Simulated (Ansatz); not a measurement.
# Changed inputs in constrained RPA: BaRhO3 (cubic perovskite) (Pm-3m)

What does U in BaRhO3 (cubic perovskite) (Pm-3m) depend on besides the window?

Program: Ansatz 0.2.0. Level of theory: constrained RPA on LDA, plane waves, PAW. Results are calculated unless marked as measured.

Report form: the programs' logs are mostly left out.

The structure was built from a prototype and need not be the compound's stable phase.

## 1. Starting point

It takes space group Pm-3m (No. 221, cubic). The conventional cell has a = 3.943 Å, b = 3.943 Å, c = 3.943 Å, α = 90.00°, β = 90.00°, γ = 90.00°. Nearest to Ba lie 12 O at 2.79 Å. Nearest to Rh lie 6 O at 1.97 Å. Nearest to O lie 2 Rh at 1.97 Å and 4 Ba at 2.79 Å. Farther neighbours and most contacts between anions are not listed.

The structure was relaxed with LDA. The structure type comes from a generator and need not be one that this composition takes. The structure was generated from a model, not taken from a measurement. The runs that relaxed it are not among those shown. The program's search for lower electronic states was switched off, so nothing shows that the state found is the lowest. Spin-orbit coupling is left out unless a step names it. The default PAW set here is soft_2. Its files were made with PBE.

## 2. Base: Rh d + anion p, bands v12 to c2, 4×4×4 mesh, medium accuracy

Constrained RPA screens the interaction with every transition except those inside the target bands, which a later many-body model would treat itself.

input.yaml reads:

```yaml
crystal:
  lattice:
    - [0.0, -3.94311123, 0.0]
    - [0.0, 0.0, 3.94311123]
    - [-3.94311123, 0.0, 0.0]
  atoms:
    - { symbol: Ba, position: [0.0, 0.0, 0.0] }
    - { symbol: Rh, position: [0.5, 0.5, 0.5] }
    - { symbol: O, position: [0.5, 0.5, 0.0] }
    - { symbol: O, position: [0.5, 0.0, 0.5] }
    - { symbol: O, position: [0.0, 0.5, 0.5] }
kpoints:
  mp_grid: { grid: [8, 8, 8] }
hamiltonian:
  xc: lda
scf:
  occupations: { method: gaussian, width: 0.08 }
  n_extra_bands: 19
  max_iter: 150
  lower_state_search: "off"
output:
  crpa:
    kmesh: [4, 4, 4]
    target_bands: [v12, c2]
    projections: [{ species: Rh, l: d, shell: 4 }, { species: O, l: p, shell: 2 }]
  local_orbitals:
    kmesh: [8, 8, 8]
    orbitals: [{ species: Rh, l: d, shell: 4 }, { species: O, l: p, shell: 2 }]
    window: { bands: [v12, c2] }
    seedname: lo
```

Started as:

```
> ansatz run input.yaml --threads 4 --pin off --max-ram 9216MiB --backend cpu --events-out ev --progress --plain --runs-dir out
```

Run time: 3 min. Hardware: 4 threads of Arm Neoverse V1, shared host; peak memory 0.74 GiB; 12 min of CPU time.

Numbers from this step:

```yaml
u: 7.714 eV
u_prime_inter_orbital: 6.638 eV
j: 0.5372 eV
bare_v: 17.74 eV
bare_j: 0.6846 eV
stated_bound_on_u: 0.01550 eV
u_over_bare_v: 0.4348
electrons_in_the_window: 23.00
head_of_the_constrained_inverse_dielectric_matrix: 0.3096
least_eigenvalue_of_the_projection_s_overlap: 0.7694
target_functions: 14
bands_in_the_sums: 50
r_m_s_miss_of_the_model_bands: 6.17e-4 eV
width_of_the_target_bands: 12.75 eV
weight_of_the_projected_orbitals_in_the_window: 0.9308
```

On the Rh d shell, screening brings the on-site interaction from 17.7 eV down to U = 7.71 eV.

## 3. Changed: 2×2×2 mesh

input.yaml, the sections that differ from step 2:

```yaml
output:
  crpa:
    kmesh: [2, 2, 2]
    target_bands: [v12, c2]
    projections: [{ species: Rh, l: d, shell: 4 }, { species: O, l: p, shell: 2 }]
# crystal, kpoints, hamiltonian, scf: as in step 2
```

Wall time 20 s (4 threads); peak memory 0.64 GiB.

This step gave:

```
U                                                 : 7.791 eV
U prime (inter-orbital)                           : 6.706 eV
J                                                 : 0.5408 eV
bare V                                            : 17.91 eV
bare J                                            : 0.6889 eV
stated bound on U                                 : 0.01256 eV
U over bare V                                     : 0.4350
electrons in the window                           : 23.00
head of the constrained inverse dielectric matrix : 0.2873
least eigenvalue of the projection's overlap      : 0.7694
target functions                                  : 14
bands in the sums                                 : 50
width of the target bands                         : 12.75 eV
weight of the projected orbitals in the window    : 0.9308
```

On the Rh d shell, screening brings the on-site interaction from 17.9 eV down to U = 7.79 eV.

## 4. Changed: smooth pair densities

input.yaml, as its differences from that of step 3:

```diff
@@ -22,4 +22,5 @@
   crpa:
-    kmesh: [2, 2, 2]
+    kmesh: [4, 4, 4]
     target_bands: [v12, c2]
     projections: [{ species: Rh, l: d, shell: 4 }, { species: O, l: p, shell: 2 }]
+    pair_densities: pseudo
```

Run time: 2.8 min. Hardware: 4 threads; peak memory 0.62 GiB.

Numbers from this step:

* U: 7.748 eV
* U prime (inter-orbital): 6.639 eV
* J: 0.5543 eV
* bare V: 17.74 eV
* bare J: 0.6846 eV
* stated bound on U: 0.01241 eV
* U over bare V: 0.4368
* electrons in the window: 23.00
* head of the constrained inverse dielectric matrix: 0.3099
* least eigenvalue of the projection's overlap: 0.7694
* target functions: 14
* bands in the sums: 50
* width of the target bands: 12.75 eV
* weight of the projected orbitals in the window: 0.9308

On the Rh d shell, screening brings the on-site interaction from 17.7 eV down to U = 7.75 eV.

## 5. Changed: sums over states on smooth products

input.yaml, as its differences from that of step 4:

```diff
@@ -25,2 +25,5 @@
     projections: [{ species: Rh, l: d, shell: 4 }, { species: O, l: p, shell: 2 }]
+    accuracy: sum_over_states
     pair_densities: pseudo
+    n_empty_bands: 46
+    ecut_chi: 136
```

Wall time 12 s (4 threads); peak memory 0.53 GiB.

This variant gives U = 8.17 eV against 7.71 eV. It is a finite sum over empty states with no bound on its error and stays out of the table below.

## 6. Changed: spin-orbit coupling, which the program doesn't serve

This step: constrained RPA on LDA with spin-orbit coupling, plane waves, PAW.

input.yaml, as its differences from that of step 5:

```diff
@@ -20,2 +20,5 @@
   lower_state_search: "off"
+magnetization:
+  noncollinear: true
+  spin_orbit: true
 output:
@@ -25,5 +28 @@
     projections: [{ species: Rh, l: d, shell: 4 }, { species: O, l: p, shell: 2 }]
-    accuracy: sum_over_states
-    pair_densities: pseudo
-    n_empty_bands: 46
-    ecut_chi: 136
```

Elapsed: 0.03 s, on 4 threads; peak memory 0.033 GiB.

The program refused the input before any cycle.

The program's message: “Error: output.crpa with magnetization.noncollinear: true — the cRPA pipeline runs scalar-band solve channels only (unpolarised or collinear) — spinor oscillator elements are not implemented; use a col …”

The fault put into this input: spin-orbit coupling, which the program doesn't serve.

## 7. Changed: volume +6 %

This step: constrained RPA on LDA, plane waves, PAW.

The cell differs from the one that the last finished run ended in (a 3.943 → 4.020 Å, b 3.943 → 4.020 Å, c 3.943 → 4.020 Å).

input.yaml, the sections that differ from step 6:

```yaml
crystal:
  lattice:
    - [0.0, -4.0204467703, 0.0]
    - [0.0, 0.0, 4.0204467703]
    - [-4.0204467703, 0.0, 0.0]
  atoms:
    - { symbol: Ba, position: [0.0, 0.0, 0.0] }
    - { symbol: Rh, position: [0.5, 0.5, 0.5] }
    - { symbol: O, position: [0.5, 0.5, 0.0] }
    - { symbol: O, position: [0.5, 0.0, 0.5] }
    - { symbol: O, position: [0.0, 0.5, 0.5] }
output:
  crpa:
    kmesh: [4, 4, 4]
    target_bands: [v12, c2]
    projections: [{ species: Rh, l: d, shell: 4 }, { species: O, l: p, shell: 2 }]
  local_orbitals:
    kmesh: [8, 8, 8]
    orbitals: [{ species: Rh, l: d, shell: 4 }, { species: O, l: p, shell: 2 }]
    window: { bands: [v12, c2] }
    seedname: lo
# kpoints, hamiltonian, scf: as in step 6
# magnetization: removed
```

Elapsed: 3.2 min, on 4 threads; peak memory 0.75 GiB.

This step gave:

* U: 7.851 eV
* U prime (inter-orbital): 6.771 eV
* J: 0.5396 eV
* bare V: 17.78 eV
* bare J: 0.6872 eV
* stated bound on U: 0.01649 eV
* U over bare V: 0.4416
* electrons in the window: 23.00
* head of the constrained inverse dielectric matrix: 0.3184
* least eigenvalue of the projection's overlap: 0.7647
* target functions: 14
* bands in the sums: 50
* r.m.s. miss of the model bands: 3.25e-4 eV
* width of the target bands: 11.82 eV
* weight of the projected orbitals in the window: 0.9373

On the Rh d shell, screening brings the on-site interaction from 17.8 eV down to U = 7.85 eV.

## 8. Changed: potentials

This step: constrained RPA on LDA, plane waves, norm-conserving pseudopotentials.

input.yaml, the sections that differ from step 7:

```yaml
crystal:
  lattice:
    - [0.0, -3.94311123, 0.0]
    - [0.0, 0.0, 3.94311123]
    - [-3.94311123, 0.0, 0.0]
  atoms:
    - { symbol: Ba, position: [0.0, 0.0, 0.0] }
    - { symbol: Rh, position: [0.5, 0.5, 0.5] }
    - { symbol: O, position: [0.5, 0.5, 0.0] }
    - { symbol: O, position: [0.5, 0.0, 0.5] }
    - { symbol: O, position: [0.0, 0.5, 0.5] }
hamiltonian:
  xc: lda
  pseudopotentials: { kind: nc }
output:
  crpa:
    kmesh: [4, 4, 4]
    target_bands: [v12, c2]
    projections: [{ species: Rh, l: d, shell: 4 }, { species: O, l: p, shell: 2 }]
# kpoints, scf: as in step 7
```

Elapsed: 14 min, on 4 threads; peak memory 1.5 GiB; 52 min of CPU time.

This step gave:

| Item | Value |
| --- | --- |
| U | 7.733 eV |
| U prime (inter-orbital) | 6.663 eV |
| J | 0.5340 eV |
| bare V | 17.75 eV |
| bare J | 0.6837 eV |
| stated bound on U | 0.01403 eV |
| U over bare V | 0.4358 |
| electrons in the window | 23.00 |
| head of the constrained inverse dielectric matrix | 0.3107 |
| least eigenvalue of the projection's overlap | 0.7454 |
| target functions | 14 |
| bands in the sums | 50 |
| width of the target bands | 12.74 eV |
| weight of the projected orbitals in the window | 0.9308 |

On the Rh d shell, screening brings the on-site interaction from 17.7 eV down to U = 7.73 eV.

## 9. Side by side

Times are wall times on 4 threads of Arm Neoverse V1, shared host, good to a factor of about two.

| run | bare V (eV) | U (eV) | J (eV) | bound on U (eV) | width (eV) | time |
| --- | --- | --- | --- | --- | --- | --- |
| target window | 17.74 | 7.714 | 0.537 | 0.0155 | 12.75 | 3 min |
| 2×2×2 mesh | 17.91 | 7.791 | 0.541 | 0.0126 | 12.75 | 20 s |
| smooth pair densities | 17.74 | 7.748 | 0.554 | 0.0124 | 12.75 | 2.8 min |
| volume +6 % | 17.78 | 7.851 | 0.540 | 0.0165 | 11.82 | 3.2 min |
| potentials | 17.75 | 7.733 | 0.534 | 0.0140 | 12.74 | 14 min |

## 10. Summary of results

- target window: U 7.71 eV, J 0.54 eV
- 2×2×2 mesh: U 7.79 eV, J 0.54 eV
- smooth pair densities: U 7.75 eV, J 0.55 eV
- volume +6 %: U 7.85 eV, J 0.54 eV
- potentials: U 7.73 eV, J 0.53 eV

**Reading.** 2×2×2 mesh moves U by +0.08 eV at 0.11 times the time. Smooth pair densities moves U by +0.03 eV. Volume +6 % moves U by +0.14 eV. Potentials moves U by +0.02 eV (within the solver's bounds, for the mean over orbitals) at 4.5 times the time. The printed bound covers the solver alone, not the mesh, and no denser mesh than the base was run. The parent state is non-magnetic and the interaction static (zero frequency); U depends on the window and the orbitals, so it belongs to this model alone. A window that holds the anion p bands defines a model with explicit ligands; its U belongs to that model and is not the U of DFT+U.

[Paths, hosts, dates, memory and timing lines, banners, echoed tables and standing remarks are left out of the program output.]

[Logs are printed without paths, hosts, clocks, repeated set-up lines and the standing remarks that a program may print on its own settings, such as how far it seeks lower states.]

[Runs of the session that timed out or met a known fault of the program may be left out.]

[Hosts, paths, dates, database ids (printed as entryN), source tags and the programs' standing remarks are cut or masked in the printed files.]
